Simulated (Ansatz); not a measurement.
# Tc of Lu (P6_3/mmc) from its phonons

Wanted: λ, ω_log and Tc of Lu (P6_3/mmc). The cell shown first is a relaxed one, from steps not shown here.

Method: DFT PBE, scalar-relativistic, plane waves, PAW, in Ansatz 0.2.0.

**1. The cell after earlier relaxation steps**

Symmetry: P6_3/mmc, No. 194, hexagonal system. The conventional cell has a = 3.505 Å, b = 3.505 Å, c = 5.463 Å, α = 90.00°, β = 90.00°, γ = 120.00°. Lu has 12 Lu at 3.40 to 3.50 Å nearest.

**2. Electron–phonon run: q 3×3×3, k 12×12×6, scattering 18×18×12**

The run that gives the couplings also evaluates McMillan's and Allen and Dynes's formulas and, where asked, the Eliashberg equations, over a range of μ*.

input.yaml

```yaml
crystal:
  lattice:
    - [3.5047599188, 0.0, 0.0]
    - [-1.7523799594, 3.0352111238, 0.0]
    - [0.0, 0.0, 5.4630292792]
  atoms:
    - { symbol: Lu, position: [0.3333333333, 0.6666666667, 0.25] }
    - { symbol: Lu, position: [0.6666666667, 0.3333333333, 0.75] }
kpoints:
  mp_grid: { grid: [12, 12, 6] }
hamiltonian:
  xc: pbe
scf:
  occupations: { method: methfessel_paxton, width: 0.2 }
output:
  eigenvalues: true
phonons:
  method: dfpt
  qmesh: [3, 3, 3]
  temperatures: { t_max: 1000, t_step: 50 }
  qpath:
    path:
      - [[0.0, 0.0, 0.0], [0.5, 0.0, 0.0], [0.33333333, 0.33333333, 0.0], [0.0, 0.0, 0.0], [0.0, 0.0, 0.5], [0.5, 0.0, 0.5], [0.33333333, 0.33333333, 0.5], [0.0, 0.0, 0.5]]
      - [[0.5, 0.0, 0.5], [0.5, 0.0, 0.0]]
    npoints: 6
  electrical_resistivity:
    mesh: [18, 18, 12]
    temperatures: [20.0, 50.0, 80.0, 100.0, 150.0, 200.0, 273.0, 300.0, 400.0, 500.0, 600.0, 800.0]
  superconductivity: { mesh: [18, 18, 12] }
```

On the command line:

```
> ansatz run input.yaml --threads 16 --pin off --max-ram 122880MiB --backend cuda --events-out ev --progress --plain --runs-dir out
```

Numbers of over 12 decimals in the logs are rounded to 6 here.

Output:

```text
band count auto-derived: 31 (N_el = 50.0; filled up to band 25; 30 by the electrons, moments and atoms)
Engine: ansatz 0.2.0, aarch64-unknown-linux-gnu
Pseudopotentials: kind: paw
Pseudopotential: Lu, paw, valence charge 25, recommended cutoff 420 eV (normal), Lu.paw.azcp
Functional definition: PBE
  parameter kappa = 0.804
  parameter beta = 0.066725
  exchange = pbe_x(kappa = kappa, mu = beta*pi^2/3)
  correlation = pbe_c(beta = beta)
[...]
Crystal: 2 atoms, lattice volume = 58.114 Å³
Basis set: ecut = 420 eV, 1105 PW (Γ), exchange–correlation on 48×48×80 points (8 copies of the dense FFT grid, shifted against one another)
Bands: 31, of which v1, the nominal top of the filled ones, is band 25 counted from 1 (24 counted from 0)
Symmetry: 24 space group operations
k-points: 76 of 864
Non-local potential: Lu, projectors of the file, l = 0: 3, l = 1: 2, l = 2: 2, l = 3: 3
PAW form: soft (Blöchl's): semilocal exchange-correlation on the pseudo side does not see the compensation charge
PAW one-centre angular grid: Lu, 590 points (default); XC on 64 Gauss nodes
Initial density: superposition of atomic densities (neutral atoms: chi_scale 0, normalization atom), corrected by the library's trained network
Initial wavefunctions: pseudopotential atomic-orbital guess
[...]
Functional: x = pbe(κ = 0.804, μ = 0.219515), c = pbe(β = 0.066725)
SCF iter   1: F=—  HF=-29464.852730 eV  |F-HF|=—  |Δ(HF+E_count)|=         —  Δρ=2.07e-3  dr2=1.84e-3  ethr=1.77e-3  ⟨swp⟩=5.2  Hψ=11298  notcnv=0
preconditioner: auto → Kerker (q_TF=auto, 2.661 Å⁻¹)  [metal: Δε(μ)=0.010 eV  Ē_g=12.677 eV  σ=0.200 eV  W_gap=0.04  n_scr=22 (ndim 8)  ℏωp=33.0 eV  f_vac=0.000  D(μ)=3.48/eV (n_scr^D=34)]
SCF iter   2: F=—  HF=-29464.850872 eV  |F-HF|=—  |Δ(HF+E_count)|=   1.86e-3  S|Δr|=    0.00e0  Δρ=1.13e-3  dr2=5.79e-4  ethr=3.68e-6  ⟨swp⟩=3.6  Hψ=6911  notcnv=0  defer=2
[...]
SCF iter  10: F=-29464.850441 eV  HF=-29464.850441 eV  |F-HF|=7.28e-12  |Δ(HF+E_count)|=  4.00e-11  S|Δr|=    0.00e0  Δρ=6.38e-8  dr2=2.36e-12  ethr=1.00e-12  ⟨swp⟩=12.5  Hψ=19841  notcnv=0
SCF 1 converged in 10 iterations: F = -29464.850441 eV  dr2 = 2.36e-12
  greatest PAW one-centre occupation: 0.998 electrons in one spin orbital (limit 2), on the Lu atom at site 0 (counted from 0), in its partial waves of l = 0
[...]
NSCF: frozen V_eff on 76 k-points, pencils in batches of 32, up to order 124
[...]
NSCF: frozen V_eff on 76 k-points
[...]
DFPT response loops at q = (0, 0, 0) (fractional): preconditioner auto → Kerker (q_TF=auto, 2.661 Å⁻¹) (partly filled bands, converged f_vac=0.000); β = 1.00, the filter's whole step (`scf.mixing.beta` (0.50) is not read by the response loops under this deck's `scf.mixing.preconditioner`; to damp them name `kerker` or `kerker_dos`, under which they read `scf.mixing.beta`, and type it under 1.00, their step now; both keys bind the ground state too); Anderson in place of MSR1; while a model of the screening serves, it and β = 1 on shorter waves in the place of filter and β
[...]
NSCF: frozen V_eff on 76 k-points
[...]
DFPT response loops at q = (0, 0, 0.333333) (fractional): mixed as the last ones told, above
[...]
DFPT response loops at q = (0, 0.333333, 0) (fractional): mixed as the last ones told, above
[...]
DFPT response loops at q = (0, 0.333333, 0.333333) (fractional): mixed as the last ones told, above
[...]
DFPT response loops at q = (0.333333, 0.333333, 0) (fractional): mixed as the last ones told, above
[...]
DFPT response loops at q = (0.333333, 0.333333, 0.333333) (fractional): mixed as the last ones told, above
[...]
SCF iter   1: F=—  HF=-29464.852730 eV  |F-HF|=—  |Δ(HF+E_count)|=         —  Δρ=2.07e-3  dr2=1.84e-3  ethr=1.77e-3  ⟨swp⟩=5.2  Hψ=11298  notcnv=0
SCF iter   2: F=—  HF=-29464.850872 eV  |F-HF|=—  |Δ(HF+E_count)|=   1.86e-3  S|Δr|=    0.00e0  Δρ=1.13e-3  dr2=5.79e-4  ethr=3.68e-6  ⟨swp⟩=3.6  Hψ=6911  notcnv=0  defer=2
SCF iter   3: F=—  HF=-29464.850567 eV  |F-HF|=—  |Δ(HF+E_count)|=   3.06e-4  S|Δr|=    0.00e0  Δρ=9.57e-4  dr2=5.01e-4  ethr=1.16e-6  ⟨swp⟩=3.0  Hψ=5463  notcnv=0  defer=2
[...]
SCF 2 converged in 10 iterations: F = -29464.850441 eV  dr2 = 2.36e-12
[...]
SCF converged after 10 iterations
[...]
Hall coefficient in a weak field at 50 K (a third of the trace): -2.871e-11 m³/C (as a tensor it moves by 41.1 % between the two finest meshes); by each state's relaxation time: -3.750e-11 m³/C; by a constant relaxation time: -3.735e-11 m³/C
  mean free path at 80 K (of a tensor a third of its trace): 12.0 nm by what each carries, 10.8 by the Fermi surface alone
  Hall coefficient in a weak field at 80 K (a third of the trace): -2.071e-11 m³/C (as a tensor it moves by 42.6 % between the two finest meshes); by each state's relaxation time: -3.191e-11 m³/C; by a constant relaxation time: -3.806e-11 m³/C
  mean free path at 100 K (of a tensor a third of its trace): 8.96 nm by what each carries, 8.10 by the Fermi surface alone
  Hall coefficient in a weak field at 100 K (a third of the trace): -1.911e-11 m³/C (as a tensor it moves by 42.7 % between the two finest meshes); by each state's relaxation time: -3.078e-11 m³/C; by a constant relaxation time: -3.819e-11 m³/C
  mean free path at 150 K (of a tensor a third of its trace): 5.60 nm by what each carries, 5.08 by the Fermi surface alone
  Hall coefficient in a weak field at 150 K (a third of the trace): -1.788e-11 m³/C (as a tensor it moves by 41.9 % between the two finest meshes); by each state's relaxation time: -2.998e-11 m³/C; by a constant relaxation time: -3.813e-11 m³/C
  mean free path at 200 K (of a tensor a third of its trace): 4.11 nm by what each carries, 3.73 by the Fermi surface alone
  Hall coefficient in a weak field at 200 K (a third of the trace): -1.792e-11 m³/C (as a tensor it moves by 40.8 % between the two finest meshes); by each state's relaxation time: -3.021e-11 m³/C; by a constant relaxation time: -3.791e-11 m³/C
  mean free path at 273 K (of a tensor a third of its trace): 2.98 nm by what each carries, 2.69 by the Fermi surface alone
  Hall coefficient in a weak field at 273 K (a third of the trace): -1.876e-11 m³/C (as a tensor it moves by 38.8 % between the two finest meshes); by each state's relaxation time: -3.129e-11 m³/C; by a constant relaxation time: -3.734e-11 m³/C
  mean free path at 300 K (of a tensor a third of its trace): 2.70 nm by what each carries, 2.44 by the Fermi surface alone
  Hall coefficient in a weak field at 300 K (a third of the trace): -1.915e-11 m³/C (as a tensor it moves by 37.9 % between the two finest meshes); by each state's relaxation time: -3.179e-11 m³/C; by a constant relaxation time: -3.705e-11 m³/C
  mean free path at 400 K (of a tensor a third of its trace): 2.02 nm by what each carries, 1.81 by the Fermi surface alone
  Hall coefficient in a weak field at 400 K (a third of the trace): -2.049e-11 m³/C (as a tensor it moves by 33.7 % between the two finest meshes); by each state's relaxation time: -3.369e-11 m³/C; by a constant relaxation time: -3.560e-11 m³/C
  mean free path at 500 K (of a tensor a third of its trace): 1.61 nm by what each carries, 1.44 by the Fermi surface alone
  Hall coefficient in a weak field at 500 K (a third of the trace): -2.176e-11 m³/C (as a tensor it moves by 28.6 % between the two finest meshes); by each state's relaxation time: -3.558e-11 m³/C; by a constant relaxation time: -3.390e-11 m³/C
  mean free path at 600 K (of a tensor a third of its trace): 1.35 nm by what each carries, 1.19 by the Fermi surface alone
  Hall coefficient in a weak field at 600 K (a third of the trace): -2.332e-11 m³/C (as a tensor it moves by 22.9 % between the two finest meshes); by each state's relaxation time: -3.757e-11 m³/C; by a constant relaxation time: -3.240e-11 m³/C
  mean free path at 800 K (of a tensor a third of its trace): 1.02 nm by what each carries, 0.882 by the Fermi surface alone
  Hall coefficient in a weak field at 800 K (a third of the trace): -2.935e-11 m³/C (as a tensor it moves by 11.1 % between the two finest meshes); by each state's relaxation time: -4.302e-11 m³/C; by a constant relaxation time: -3.113e-11 m³/C
  the resistivity times a path that all electrons share, by the Fermi surface of the deck's mesh alone (a third of the trace): 1.172e-15 Ω·m²
  not converged in the mesh (λ; λ_tr; the resistivity at 20 K by 6.71 %; the resistivity at 50 K by 9.67 %; the resistivity at 80 K by 10.42 %; the resistivity at 100 K by 10.65 %; the resistivity at 150 K by 11.16 %; the resistivity at 200 K by 11.69 %; the resistivity at 273 K by 12.45 %; the resistivity at 300 K by 12.71 %; the resistivity at 400 K by 13.50 %; the resistivity at 500 K by 14.01 %; the resistivity a [...]
  vibrations of 27 cells: unjudged by the run; compare a larger repeat
  the changes of the potential over all sites missed a rigid shift's by 0.00 % (the site terms' by 0.00 %)
  at the force constants' own smearing the fine mesh and the k-points of their solves give squared frequencies that differ by 2.2 % of the larger at the most, at (0, 0.3333, 0)
--- Superconductivity: potentials and phonons of a 3×3×3 supercell ---
           mesh         λ    ħω_log (meV)  μ* declared at (meV)
       18×18×12    0.5310           8.708                9.413
          9×9×6    0.5082           8.741                9.424
  λ by the species' shares of the modes' patterns: Lu 0.5310
  with the Fermi level up to 15.1 meV (the hardest mode) off, states and modes as they are: density of states 1.6540 to 1.6942 /eV of one spin and cell, λ 0.5219 to 0.5408
  transition temperature on the deck's mesh (K), isotropic and anisotropic, restricted to the Fermi surface (FSR) and over the full bandwidth (FBW), and the last with the density of states resolved in a narrower window:
        μ*   McMillan   Allen–Dynes      iso. FSR      iso. FBW    aniso. FSR    aniso. FBW  narrow window
      0.08      1.981         2.030         1.928         1.929         2.064         2.064          2.064
      0.10      1.542         1.577         1.463         1.464         1.593         1.593          1.593
      0.12      1.159         1.182         1.071         1.071         1.192         1.192          1.192
      0.13      0.988         1.008         0.901         0.902         1.017         1.017          1.017
      0.14      0.833         0.848         0.750         0.750         0.860         0.860          0.860
      0.16      0.566         0.576         0.498         0.498         0.595         0.595          0.595
      0.20      0.208         0.211         0.177         0.177         0.242         0.243          0.242
  isotope coefficients −∂ln Tc/∂ln M under μ* = 0.13, the force constants as they are, of the isotropic transitions restricted to the Fermi surface and over the full bandwidth: Lu 0.350 and 0.350
  gaps at the Fermi level over the full bandwidth under μ* = 0.1, 0.398 K: 0.168 to 0.328 meV
  gaps at the Fermi level over the full bandwidth under μ* = 0.13, 0.254 K: 0.099 to 0.215 meV
  gaps at the Fermi level over the full bandwidth under μ* = 0.16, 0.149 K: 0.053 to 0.130 meV
  not converged in the mesh (λ, the transition temperature): between neighbouring meshes, the two finest first, λ moves by 4.29 % and the anisotropic transition temperature over the full bandwidth at μ* = 0.13 by 15.60 %; converged means that the two finest part by at most 2.00 % and 5.00 %
  vibrations of 27 cells: unjudged by the run; compare a larger repeat
  the changes of the potential over all sites missed a rigid shift's by 0.00 % (the site terms' by 0.00 %)
  at the force constants' own smearing the fine mesh and the k-points of their solves give squared frequencies that differ by 2.2 % of the larger at the most, at (0, 0.3333, 0)
```

Wall time 53 s (1 × NVIDIA GB200 with 16 threads of Arm Neoverse V2, shared host); peak memory 4.7 GiB.

Numbers from this step:

| Item | Value |
| --- | --- |
| volume per atom | 29.06 Å³/atom |
| metallic on mesh | yes |
| gap on the k-mesh | 0 eV |
| zero-point energy | 0.02975 eV/cell |
| share of imaginary modes in the plain interpolation between solved wavevectors | 0 |
| highest frequency, solved or plainly interpolated | 121 cm⁻¹ |
| Debye temperature (second moment) | 154 K |
| resistivity at 300 K | 47.67 μΩ cm, mean of the axes |
| coupling constant λ | 0.531 |
| density of states at the Fermi level | 1.671 states/eV a spin and cell |
| log mean phonon energy ħω_log | 8.708 meV |
| transport coupling constant λ_tr | 0.5989, 0.5989, 0.5894 (xx, yy, zz) |
| Drude plasma energy | 3.449, 3.449, 5.106 eV (xx, yy, zz) |
| resistivity times mean free path | 14.51, 14.51, 6.141 × 10⁻¹⁶ Ω m² (xx, yy, zz) |
| second-moment phonon energy ħω₂ | 9.413 meV |
| coupling λ by branch | 0.141, 0.111, 0.0802, 0.0795, 0.0737, 0.0454 (branches by rank of frequency) |

Transition temperatures:

```csv
μ*,McMillan Tc (K),Allen–Dynes Tc (K),isotropic Fermi-surface Tc (K),isotropic full bandwidth Tc (K),anisotropic Fermi-surface Tc (K),anisotropic full bandwidth Tc (K),anisotropic narrow window Tc (K)
0.08,1.98,2.03,1.93,1.93,2.06,2.06,2.06
0.1,1.54,1.58,1.46,1.46,1.59,1.59,1.59
0.12,1.16,1.18,1.07,1.07,1.19,1.19,1.19
0.13,0.988,1.01,0.901,0.902,1.02,1.02,1.02
0.14,0.833,0.848,0.75,0.75,0.86,0.86,0.86
0.16,0.566,0.576,0.498,0.498,0.595,0.595,0.595
0.2,0.208,0.211,0.177,0.177,0.242,0.243,0.242
```

**3. Resistivity: q 3×3×3, k 18×18×9, scattering 24×24×16**

The next rung changes the k mesh of the density and its response; the scattering mesh, which samples the Fermi surface.

Edit input.yaml of step 2 so:

```diff
@@ -9,3 +9,3 @@
 kpoints:
-  mp_grid: { grid: [12, 12, 6] }
+  mp_grid: { grid: [18, 18, 9] }
 hamiltonian:
@@ -26,4 +26,4 @@
   electrical_resistivity:
-    mesh: [18, 18, 12]
+    mesh: [24, 24, 16]
     temperatures: [20.0, 50.0, 80.0, 100.0, 150.0, 200.0, 273.0, 300.0, 400.0, 500.0, 600.0, 800.0]
-  superconductivity: { mesh: [18, 18, 12] }
+  superconductivity: { mesh: [24, 24, 16] }
```

Output:

```text
[...]
Crystal: 2 atoms, lattice volume = 58.114 Å³
Basis set: ecut = 420 eV, 1105 PW (Γ), exchange–correlation on 48×48×80 points (8 copies of the dense FFT grid, shifted against one another)
Bands: 31, of which v1, the nominal top of the filled ones, is band 25 counted from 1 (24 counted from 0)
Symmetry: 24 space group operations
k-points: 185 of 2916
[...]
SCF iter   1: F=—  HF=-29464.853029 eV  |F-HF|=—  |Δ(HF+E_count)|=         —  Δρ=2.07e-3  dr2=1.95e-3  ethr=1.77e-3  ⟨swp⟩=5.2  Hψ=27044  notcnv=0
[...]
SCF iter   2: F=—  HF=-29464.851057 eV  |F-HF|=—  |Δ(HF+E_count)|=   1.97e-3  S|Δr|=    0.00e0  Δρ=1.15e-3  dr2=6.81e-4  ethr=3.90e-6  ⟨swp⟩=3.2  Hψ=16481  notcnv=0  defer=2
[...]
SCF iter  10: F=-29464.850746 eV  HF=-29464.850746 eV  |F-HF|=0.00e0  |Δ(HF+E_count)|=  7.28e-12  S|Δr|=    0.00e0  Δρ=4.32e-8  dr2=9.50e-13  ethr=1.00e-12  ⟨swp⟩=12.2  Hψ=46962  notcnv=0
SCF 1 converged in 10 iterations: F = -29464.850746 eV  dr2 = 9.50e-13
[...]
NSCF: frozen V_eff on 185 k-points, pencils in batches of 32, up to order 124
[...]
NSCF: frozen V_eff on 185 k-points
[...]
SCF iter   1: F=—  HF=-29464.853029 eV  |F-HF|=—  |Δ(HF+E_count)|=         —  Δρ=2.07e-3  dr2=1.95e-3  ethr=1.77e-3  ⟨swp⟩=5.2  Hψ=27044  notcnv=0
[...]
SCF iter   3: F=—  HF=-29464.850870 eV  |F-HF|=—  |Δ(HF+E_count)|=   1.87e-4  S|Δr|=    0.00e0  Δρ=8.32e-4  dr2=4.31e-4  ethr=1.36e-6  ⟨swp⟩=2.6  Hψ=10992  notcnv=0  defer=2
[...]
SCF 2 converged in 10 iterations: F = -29464.850746 eV  dr2 = 9.53e-13
[...]
SCF converged after 10 iterations
[...]
not converged in the mesh (the resistivity at 20 K by 5.23 %; the resistivity at 50 K by 3.55 %; the resistivity at 80 K by 3.20 %; the resistivity at 100 K by 3.03 %; the resistivity at 150 K by 2.61 %; the resistivity at 200 K by 2.20 %; the resistivity at 400 K by 2.24 %; the resistivity at 500 K by 2.66 %; the resistivity at 600 K by 3.12 %; the resistivity at 800 K by 3.90 %): between neighbouring meshes, the  [...]
  vibrations of 27 cells: unjudged by the run; compare a larger repeat
[...]
--- Superconductivity: potentials and phonons of a 3×3×3 supercell ---
           mesh         λ    ħω_log (meV)  μ* declared at (meV)
       24×24×16    0.5291           8.711                9.416
        12×12×8    0.5262           8.746                9.440
          6×6×4    0.4905           8.859                9.532
  λ by the species' shares of the modes' patterns: Lu 0.5291
[...]
0.08      1.960         2.008         1.907         1.912         2.042         2.046          2.046
      0.10      1.524         1.558         1.445         1.448         1.574         1.576          1.576
      0.12      1.142         1.166         1.055         1.058         1.175         1.177          1.177
      0.13      0.973         0.992         0.887         0.889         1.002         1.003          1.003
      0.14      0.819         0.834         0.737         0.739         0.846         0.847          0.847
      0.16      0.555         0.565         0.488         0.489         0.583         0.584          0.584
      0.20      0.202         0.205         0.172         0.172         0.235         0.236          0.236
[...]
converged in the mesh: between neighbouring meshes, the two finest first, λ moves by 0.56 % and 6.79 % and the anisotropic transition temperature over the full bandwidth at μ* = 0.13 by 1.65 % and 25.04 %; converged means that the two finest part by at most 2.00 % and 5.00 %
  vibrations of 27 cells: unjudged by the run; compare a larger repeat
[...]
```

Wall time 94 s (1 × NVIDIA GB200 with 16 threads); peak memory 6.2 GiB; 16 min of CPU time.

Numbers from this step:

```yaml
highest_frequency_solved_or_plainly_interpolated: 121.8 cm⁻¹
resistivity_at_300_k: 47.22 μΩ cm, mean of the axes
coupling_constant_lambda: 0.5291
density_of_states_at_the_fermi_level: 1.67 states/eV a spin and cell
log_mean_phonon_energy_omega_log: 8.711 meV
transport_coupling_constant_lambda_tr: 0.596, 0.596, 0.5863 (xx, yy, zz)
drude_plasma_energy: 3.453, 3.453, 5.103 eV (xx, yy, zz)
resistivity_times_mean_free_path: 14.48, 14.48, 6.147 × 10⁻¹⁶ Ω m² (xx, yy, zz)
second_moment_phonon_energy_omega: 9.416 meV
coupling_lambda_by_branch: 0.14, 0.11, 0.08, 0.0796, 0.0737, 0.0453 (branches by rank of frequency)
```

Transition temperatures:

```csv
μ*,McMillan Tc (K),Allen–Dynes Tc (K),isotropic Fermi-surface Tc (K),isotropic full bandwidth Tc (K),anisotropic Fermi-surface Tc (K),anisotropic full bandwidth Tc (K),anisotropic narrow window Tc (K)
0.08,1.96,2.01,1.91,1.91,2.04,2.05,2.05
0.1,1.52,1.56,1.44,1.45,1.57,1.58,1.58
0.12,1.14,1.17,1.06,1.06,1.18,1.18,1.18
0.13,0.973,0.992,0.887,0.889,1,1,1
0.14,0.819,0.834,0.737,0.739,0.846,0.847,0.847
0.16,0.555,0.565,0.488,0.489,0.583,0.584,0.584
0.2,0.202,0.205,0.172,0.172,0.235,0.236,0.236
```

Between step 2 and this run (k-mesh 18×18×9 and scattering mesh 24×24×16) the value for the coupling constant λ moves from 0.531 to 0.529.

(Continued in part 2 of 2.)

[Logs are printed without paths, hosts, clocks, repeated set-up lines and the standing remarks that a program may print on its own settings, such as how far it seeks lower states.]

[Hosts, paths, dates, database ids (printed as entryN), source tags and the programs' standing remarks are cut or masked in the printed files.]
